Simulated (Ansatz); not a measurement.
# GaP (F-43m): lattice thermal conductivity, part 2 of 3

Wanted: κ(T), lifetimes and mean free paths for GaP.

Experimental results on record:
- thermal conductivity 100 W/m/K near room temperature (given in “Combining the AFLOW GIBBS and Elastic Libraries to efficiently and robustly screen thermo-mechanical properties of solids”, 2017, arXiv:1611.05714)

Ansatz 0.2.0; DFT r2SCAN, scalar-relativistic, plane waves, PAW; PAW set soft_1.

So far, gap on the k-mesh (eV): step 2 (probe on a coarse mesh) 1.91; step 3 (relaxing cell and atoms, k-mesh 8×8×8, smearing width 0.02 eV) 1.90; step 4 (relaxing cell and atoms, k-mesh 9×9×9, occupations fixed) 1.85. The relaxed cell has a = 5.452 Å (conventional setting).

## Step 5: Anharmonic force constants and conductivity

Pairs of atoms inside the cutoff are displaced in a supercell, the forces give the cubic constants, and these give the three-phonon rates of the Boltzmann equation.

input.yaml

```yaml
crystal:
  lattice:
    - [0.0, 2.7258339291, 2.7258339291]
    - [2.7258339291, 0.0, 2.7258339291]
    - [2.7258339291, 2.7258339291, 0.0]
  atoms:
    - { symbol: Ga, position: [0.0, 0.0, 0.0] }
    - { symbol: P, position: [0.25, 0.25, 0.25] }
kpoints:
  mp_grid: { grid: [12, 12, 12] }
hamiltonian:
  xc: r2scan
  pseudopotentials: { kind: paw, azcp: { folder: soft_1 } }
scf:
  occupations: { method: fixed }
  lower_state_search: "off"
output:
  eigenvalues: true
phonons:
  method: fd
  dielectric: true
  qmesh: [6, 6, 6]
  temperatures: { t_max: 1000, t_step: 50 }
  qpath:
    path:
      - [[0.0, 0.0, 0.0], [0.5, 0.0, 0.5], [0.5, 0.25, 0.75], [0.375, 0.375, 0.75], [0.0, 0.0, 0.0], [0.5, 0.5, 0.5], [0.625, 0.25, 0.625], [0.5, 0.25, 0.75], [0.5, 0.5, 0.5], [0.375, 0.375, 0.75]]
      - [[0.625, 0.25, 0.625], [0.5, 0.0, 0.5]]
    npoints: 10
  third_order: { supercell: [3, 3, 3], pair_cutoff: 4.67 }
  lattice_thermal_conductivity:
    qmesh: [19, 19, 19]
    temperatures: [100.0, 150.0, 200.0, 300.0, 400.0, 500.0, 600.0, 800.0]
    isotope_mass_variance: [{ species: Ga, variance: 0.0001971 }, { species: P, variance: 0.0 }]
```

Run with:

```console
$ ansatz run input.yaml --threads 18 --pin off --max-ram 92160MiB --backend cuda --events-out ev --progress --plain --runs-dir out --max-vram 78GiB
```

Numbers of over 12 decimals in the logs are rounded to 6 here.

What it wrote:

```text
Warning: phonons: the dynamical matrix that this run interpolates holds no multipole term above the dipole-dipole one, and a site of this crystal is no centre of inversion, so its interpolated transverse optical and acoustic branches and sound speeds can stay off near Gamma, and the density of states and the thermodynamics with them. What a run solves at a wave vector of phonons.qpoints, Gamma apart, where the deck admits one, is free of this, and under fd what a larger phonons.supercell samples
Warning: phonons.dielectric: true without phonons.rigid_motions: the static dielectric tensor ε⁰ will be withheld (ε∞, Z* and the rows of modes are given); for a crystal or a slab, whose only rigid motions are the translations, set phonons.rigid_motions: translations
[...]
Crystal: 12 atoms, lattice volume = 243.041 Å³
Basis set: ecut = 500 eV, 6147 PW (Γ), FFT grids on a1, a1+a2, 2a1+a3, exchange–correlation on 250×250×250 points (125 copies of the dense FFT grid, shifted against one another)
Bands: 66, of which v1, the nominal top of the filled ones, is band 54 counted from 1 (53 counted from 0)
Symmetry: 12 space group operations
k-points: 94 of 288 (time reversal used)
[...]
SCF iter   1: F=-27302.951019 eV  HF=-27302.951019 eV  |F-HF|=3.64e-12  |Δ(HF+E_count)|=         —  Δρ=6.24e-8  dr2=1.10e-11  dr2_τ=2.25e-13  ethr=1.00e-12  ⟨swp⟩=3.0  Hψ=15984  notcnv=0
[...]
SCF iter   2: F=-27302.951019 eV  HF=-27302.951019 eV  |F-HF|=3.64e-12  |Δ(HF+E_count)|=  3.64e-12  Δρ=2.94e-8  dr2=2.11e-12  dr2_τ=3.22e-14  ethr=1.00e-12  ⟨swp⟩=4.0  Hψ=15273  notcnv=0
SCF 1 converged in 2 iterations: F = -27302.951019 eV  dr2 = 2.11e-12
[...]
SCF iter   2: F=-27302.951019 eV  HF=-27302.951019 eV  |F-HF|=0.00e0  |Δ(HF+E_count)|=  3.64e-12  Δρ=1.49e-8  dr2=5.12e-13  dr2_τ=1.48e-14  ethr=1.00e-12  ⟨swp⟩=4.0  Hψ=18127  notcnv=0
SCF 2 converged in 2 iterations: F = -27302.951019 eV  dr2 = 5.12e-13
[...]
Crystal: 2 atoms, lattice volume = 40.507 Å³
Basis set: ecut = 500 eV, 965 PW (Γ), exchange–correlation on 120×120×120 points (64 copies of the dense FFT grid, shifted against one another)
Bands: 13, of which v1, the nominal top of the filled ones, is band 9 counted from 1 (8 counted from 0)
Symmetry: 24 space group operations
k-points: 280 of 1728 (irreducible under 4 space group operations, time reversal used)
[...]
SCF 3 converged in 6 iterations: F = -4550.491836 eV  dr2 = 9.67e-11
[...]
supercell 10 (6 cells, vectors [1, 0, 0], [0, 1, 0], [0, 0, 6] in multiples of the cell's): 4 displaced members by 0.0025 Å; free energy -27302.951019 eV; taken off its force constants: by the sum rule 1.5e-4, by the symmetrisation 2.7e-5 eV/Å²; Γ matrix within 1.7e-6 eV/Å² of supercell 1's
  symmetry images taken by strict's conditions (phonons.symmetry_images: auto; settled by no image being taken that strict refuses)
  q = [0.0000, 0.0000, 0.0000] (star 1, supercell 1; hermiticity 1.39e-16, symmetrization 6.35e-7): -0.00 0.00 0.00 359.75 359.75 359.75
[...]
joined force constants: q→R imaginary residual 5.02e-19
  density of states and harmonic sums: on the 24×24×24 q-mesh, interpolated from the force constants of a 6×6×6 supercell (with the dipole–dipole term)
  largest difference from the sums on the solved wave vectors: F 3.64e-3 eV, S 4.82e-6 and C_V 1.18e-6 eV/K
  zero-point energy: 0.093517 eV/cell   skipped modes (ω ≤ 0): 3   left out of the sums: 3.62e-5 of the cell's modes: C_V's classical limit lies that fraction below 3 k_B per atom; for a crystal, a wire or a layer, F and S can be off by more, and a phonons.interpolated_qmesh denser along its periods is the remedy for the sampling
--- Third-order force constants: 101 member SCFs in a 3×3×3 supercell (pair cutoff 4.670 Å, amplitude 0.03 Å, SCF threshold 1.00e-9 eV, Σ member SCF iterations 796) ---
[...]
sum-rule residual: 5.347e-1 → 1.885e-14 eV/Å³; symmetrization residual: 1.050e-2 eV/Å³; largest sum-rule correction relative to its orbit: 4.168e-1, on the orbit of the block of home site 0 with site 1 of cell (-1, -1, 0) and site 1 of cell (-1, -1, 0), whose norm before the correction was 2.056e-1 eV/Å³
--- Lattice thermal conductivity: 19×19×19 mesh (220 irreducible points), tetrahedron method ---
  three-phonon and isotope scattering only; four-phonon, boundary and, in a metal, phonon-electron scattering are left out
  each conductivity is what the modes' populations carry and what the coherences between them add
  conductivity (a third of the tensor's trace), W/(m K), in the relaxation-time approximation and from the full solution:
       T (K)   relaxation time   full solution  iterations             ending  least Ritz value
      100.00          496.0825        503.4858           7          converged          7.119e-1
      150.00          278.4422        283.8993           7          converged          6.748e-1
      200.00          196.2573        200.6225           7          converged          6.605e-1
      300.00          127.0459        130.2042           7          converged          6.482e-1
      400.00           95.3081         97.8018           7          converged          6.426e-1
      500.00           76.6634         78.7304           7          converged          6.394e-1
      600.00           64.2698         66.0376           7          converged          6.373e-1
      800.00           48.7027         50.0765           7          converged          6.347e-1
```

The job ended after 15 min (1 × NVIDIA GB200 with 18 threads of Arm Neoverse V2, shared host; peak memory 3 GiB).

This step gave:

| Item | Value |
| --- | --- |
| Γ frequencies | 0, 0, 0, 359.8, 359.8, 359.8 cm⁻¹ (negative: imaginary) |
| lowest frequency on the path | 0 cm⁻¹ |
| zero-point energy | 0.09352 eV/cell |
| point group | -43m |
| highest frequency | 396.7 cm⁻¹ |
| Debye temperature from the second moment | 516 K |
| κ at 300 K (relaxation time) | 127 W/m/K |
| κ at 300 K (full solution) | 130.2 W/m/K |
| dipole term | run |
| mean free path at half of κ | 987 nm |
| share of κ above the three lowest branches | 0.006 |
| third-order blocks | 842 |
| periodic aliases dropped | 168 |
| largest relative sum-rule correction | 0.4168 |
| displaced cells, third order | 101 |

LO-TO term included. The phonon branches at the labelled points (cm⁻¹):

```
    point  branch 1  branch 2  branch 3  branch 4  branch 5  branch 6
        Γ         0         0         0       360       360       397
  halfway        94        94       167       356       356       389
        X       109       109       252       358       358       369
  halfway       119       128       236       340       360       385
        W       128       148       216       329       361       393
  halfway       120       145       222       333       359       391
        K       108       144       227       338       356       390
  halfway        84       112       166       352       355       390
        Γ         0         0         0       360       360       397
  halfway        70        70       162       357       357       387
        L        84        84       234       358       358       372
  halfway       100       130       216       344       356       388
        U       108       144       227       338       356       390
  halfway       120       145       222       333       359       391
        W       128       148       216       329       361       393
  halfway       109       134       213       341       357       390
        L        84        84       234       358       358       372
  halfway       100       130       216       344       356       388
        K       108       144       227       338       356       390
jump to U       108       144       227       338       356       390
  halfway       108       124       244       347       358       380
        X       109       109       252       358       358       369
```

The phonon branches as a text plot (rows in cm⁻¹):

```
    388 |******    ********************    ************   *****
    372 |      ****                    ****            ***     **
    355 |********************************************************
    339 |          **  *****                *****  ***     ****
    322 |            **                          **
    306 |
    289 |
    273 |
    256 |        **                                             *
    240 |       *  *                      *             *     **
    223 |      *    *******             ** ********   ** *****
    207 |                              *           ***
    190 |     *            **
    174 |    *               *
    157 |                             *
    140 |   *       ********  *      *       *********      ***
    124 |          *****    *               *   *****     **   *
    107 |  *  *****     **** * *    *      *****     **    ******
     91 |   **              ***          ***          *****
     74 | **                  ***     ***
     58 |                      **    *
     41 |**                     ** **
     25 |*                       * *
      8 |                         *
         Γ       X    W  K        Γ      L     U  W     L   K|U X
```

W/m/K. Kappa, by row:

| T (K) | RTA xx | RTA yy | RTA zz | full xx | full yy | full zz | coherence part xx | coherence part yy | coherence part zz | ending | iterations | least Ritz value |
| --- | --- | --- | --- | --- | --- | --- | --- | --- | --- | --- | --- | --- |
| 100 | 496.1 | 496.1 | 496.1 | 503.5 | 503.5 | 503.5 | 0.05322 | 0.05322 | 0.05322 | converged | 7 | 0.712 |
| 150 | 278.4 | 278.4 | 278.4 | 283.9 | 283.9 | 283.9 | 0.09843 | 0.09843 | 0.09843 | converged | 7 | 0.675 |
| 200 | 196.3 | 196.3 | 196.3 | 200.6 | 200.6 | 200.6 | 0.135 | 0.135 | 0.135 | converged | 7 | 0.661 |
| 300 | 127 | 127 | 127 | 130.2 | 130.2 | 130.2 | 0.1689 | 0.1689 | 0.1689 | converged | 7 | 0.648 |
| 400 | 95.31 | 95.31 | 95.31 | 97.8 | 97.8 | 97.8 | 0.173 | 0.173 | 0.173 | converged | 7 | 0.643 |
| 500 | 76.66 | 76.66 | 76.66 | 78.73 | 78.73 | 78.73 | 0.1675 | 0.1675 | 0.1675 | converged | 7 | 0.639 |
| 600 | 64.27 | 64.27 | 64.27 | 66.04 | 66.04 | 66.04 | 0.1601 | 0.1601 | 0.1601 | converged | 7 | 0.637 |
| 800 | 48.7 | 48.7 | 48.7 | 50.08 | 50.08 | 50.08 | 0.148 | 0.148 | 0.148 | converged | 7 | 0.635 |

Table of lattice thermal conductivity by temperature:

```csv
temperature (K),RTA xx (W/m/K),full xx (W/m/K)
100,496,504
150,278,284
200,196,201
300,127,130
400,95.3,97.8
500,76.7,78.7
600,64.3,66.0
800,48.7,50.1
```

The modes has structure finer than the step of the table below, so its rows give means over 10 cm⁻¹, whole bins alone (the curve runs from -10 to 418 cm⁻¹). Peaks (cm⁻¹: height): Ga 108.4: 0.0379, 213.4: 0.0302, 356.1: 0.0344, 388.4: 0.0133; P 356.1: 0.120, 388.4: 0.0713.

Phonopy on the run's constants, 17x17x17 mesh, Gaussian sigma 3.1 cm⁻¹. Modes against wavenumber; means over each step; values in 1/cm⁻¹/cell:

```
wavenumber (cm⁻¹)       Ga        P
                0   3.7e-5   1.4e-5
               10   1.4e-5   4.7e-6
               20   2.3e-4   9.8e-5
               30   3.4e-4   1.5e-4
               40  0.00112   4.7e-4
               50  0.00120   4.9e-4
               60  0.00264  0.00103
               70  0.00445  0.00165
               80  0.00991  0.00344
               90   0.0175  0.00565
              100   0.0258  0.00743
              110   0.0344  0.00869
              120   0.0246  0.00556
              130   0.0172  0.00365
              140   0.0179  0.00351
              150  0.00895  0.00180
              160  0.00249   6.7e-4
              170  0.00288   7.0e-4
              180  0.00425   9.0e-4
              190  0.00633  0.00111
              200   0.0105  0.00129
              210   0.0233  0.00155
              220   0.0201   9.0e-4
              230  0.00829   2.9e-4
              240  0.00347   8.0e-5
              250  0.00111   1.5e-5
              260   3.6e-5        0
              270        0        0
              280        0        0
              290        0        0
              300        0        0
              310        0        0
              320   1.8e-6   1.8e-4
              330   3.2e-4  0.00883
              340  0.00252   0.0292
              350   0.0133   0.0560
              360   0.0194   0.0682
              370   5.4e-4  0.00348
              380  0.00343   0.0223
              390   0.0103   0.0545
              400  0.00119  0.00563
              410   1.1e-6   2.2e-6
```

Distinct triplets, nearest first. Third order norms, by row:

```
   sites  side 1 (Å)  side 2 (Å)  side 3 (Å)  norm of the 27 components (eV/Å³)
Ga-Ga-Ga           0           0           0                                 71
   P-P-P           0           0           0                              75.14
  Ga-P-P           0        2.36        2.36                              30.05
 Ga-P-Ga           0        2.36        2.36                               30.4
 Ga-Ga-P        2.36        2.36        3.85                              0.834
  Ga-P-P        2.36        2.36        3.85                              0.667
Ga-Ga-Ga           0        3.85        3.85                              0.757
Ga-Ga-Ga        3.85        3.85        3.85                              0.172
Ga-Ga-Ga        3.85        3.85        3.85                              0.061
   P-P-P           0        3.85        3.85                               1.18
   P-P-P        3.85        3.85        3.85                              0.092
   P-P-P        3.85        3.85        3.85                              0.222
 Ga-P-Ga        2.36        3.85        4.52                              0.131
  Ga-P-P        2.36        3.85        4.52                              0.153
  Ga-P-P           0        4.52        4.52                              0.146
  Ga-P-P        3.85        4.52        4.52                              0.017
  Ga-P-P        3.85        4.52        4.52                              0.039
 Ga-P-Ga        3.85        4.52        4.52                              0.023
 Ga-P-Ga        3.85        4.52        4.52                              0.014
 Ga-P-Ga           0        4.52        4.52                              0.197
```

Born charge (rows field, columns displacement) (e), principal values of the symmetric part by kind of site:

```
atom  atoms with these values    low  middle   high   mean
 Ga1                        1   2.15    2.15   2.15   2.15
  P2                        1  -2.15   -2.15  -2.15  -2.15
```

In full for P2:

```
-2.15  0.00  0.00
 0.00 -2.15  0.00
 0.00  0.00 -2.15
```

RTA, 300 K. Kappa by branch, by row:

```csv
branch (by rank),mean frequency (THz),mean rms speed (km/s),median lifetime (ps),share of kappa
1,2.98,1.38,56.6,0.331
2,3.54,2.01,23.2,0.323
3,5.98,2.34,2.69,0.34
4,10.4,0.7,3.05,0.001
5,10.7,0.18,1.91,0
6,11.62,0.53,14.5,0.004
```

Spectral kappa at 300 K against frequency; read off at these points; values in W/m/K/THz:

```
frequency (THz)  relaxation time (W/m/K/THz)  full solution (W/m/K/THz)
           0.10                            0                          0
           0.50                         19.5                       19.3
           0.70                         7.09                       7.10
           1.10                         66.6                       66.7
           1.30                         9.78                       9.61
           1.70                         59.1                       60.1
           1.90                         97.0                       98.5
           2.30                         47.1                       47.9
           2.70                         55.6                       56.7
           2.90                         40.3                       41.6
           3.50                         16.7                       17.7
           4.10                         2.81                       3.12
           4.50                         4.06                       4.49
           5.10                         1.39                       1.71
           5.70                         4.02                       4.18
           6.30                        0.842                      0.856
           6.90                        0.188                      0.241
           7.50                      0.00246                    0.00381
           7.90                            0                          0
           8.50                            0                          0
           9.10                            0                          0
           9.70                            0                          0
          10.30                        0.295                      0.469
          10.70                       0.0823                     0.0729
          11.30                        0.757                      0.860
          11.90                      0.00729                     0.0215
```

Relaxation-time solution. Table of share of κ carried by shorter paths by mean free path:

```
mean free path (nm)  100 K  300 K  800 K
                  1      0      0  0.001
               1.47      0      0  0.003
               2.15      0  0.001  0.004
               3.16      0  0.002  0.006
               4.64      0  0.003  0.009
               6.81      0  0.005  0.015
                 10      0  0.006  0.021
               14.7  0.001   0.01  0.043
               21.5  0.001  0.015  0.066
               31.6  0.002  0.026  0.096
               46.4  0.003  0.051  0.136
               68.1  0.005  0.076  0.183
                100  0.011  0.114  0.239
                147  0.026  0.163  0.317
                215  0.048  0.207  0.373
                316  0.078  0.288  0.454
                464  0.111  0.324  0.677
                681  0.165   0.39  0.771
               1000   0.19  0.503  0.819
               1470  0.227  0.726  0.859
               2150  0.265  0.782  0.963
               3160  0.307  0.808      1
               4640  0.354  0.955      1
               6810    0.5  0.955      1
              10000  0.658      1      1
              14700  0.763      1      1
              21500  0.789      1      1
              31600  0.908      1      1
              46400  0.908      1      1
              68100  0.908      1      1
              1.0e5      1      1      1
```

[end of part 2 of 3]

[Logs are printed without paths, hosts, clocks, repeated set-up lines and the standing remarks that a program may print on its own settings, such as how far it seeks lower states.]

[Hosts, paths, dates, database ids (printed as entryN), source tags and the programs' standing remarks are cut or masked in the printed files.]

[A step with changed settings may run another functional than the one named; its input shows which.]
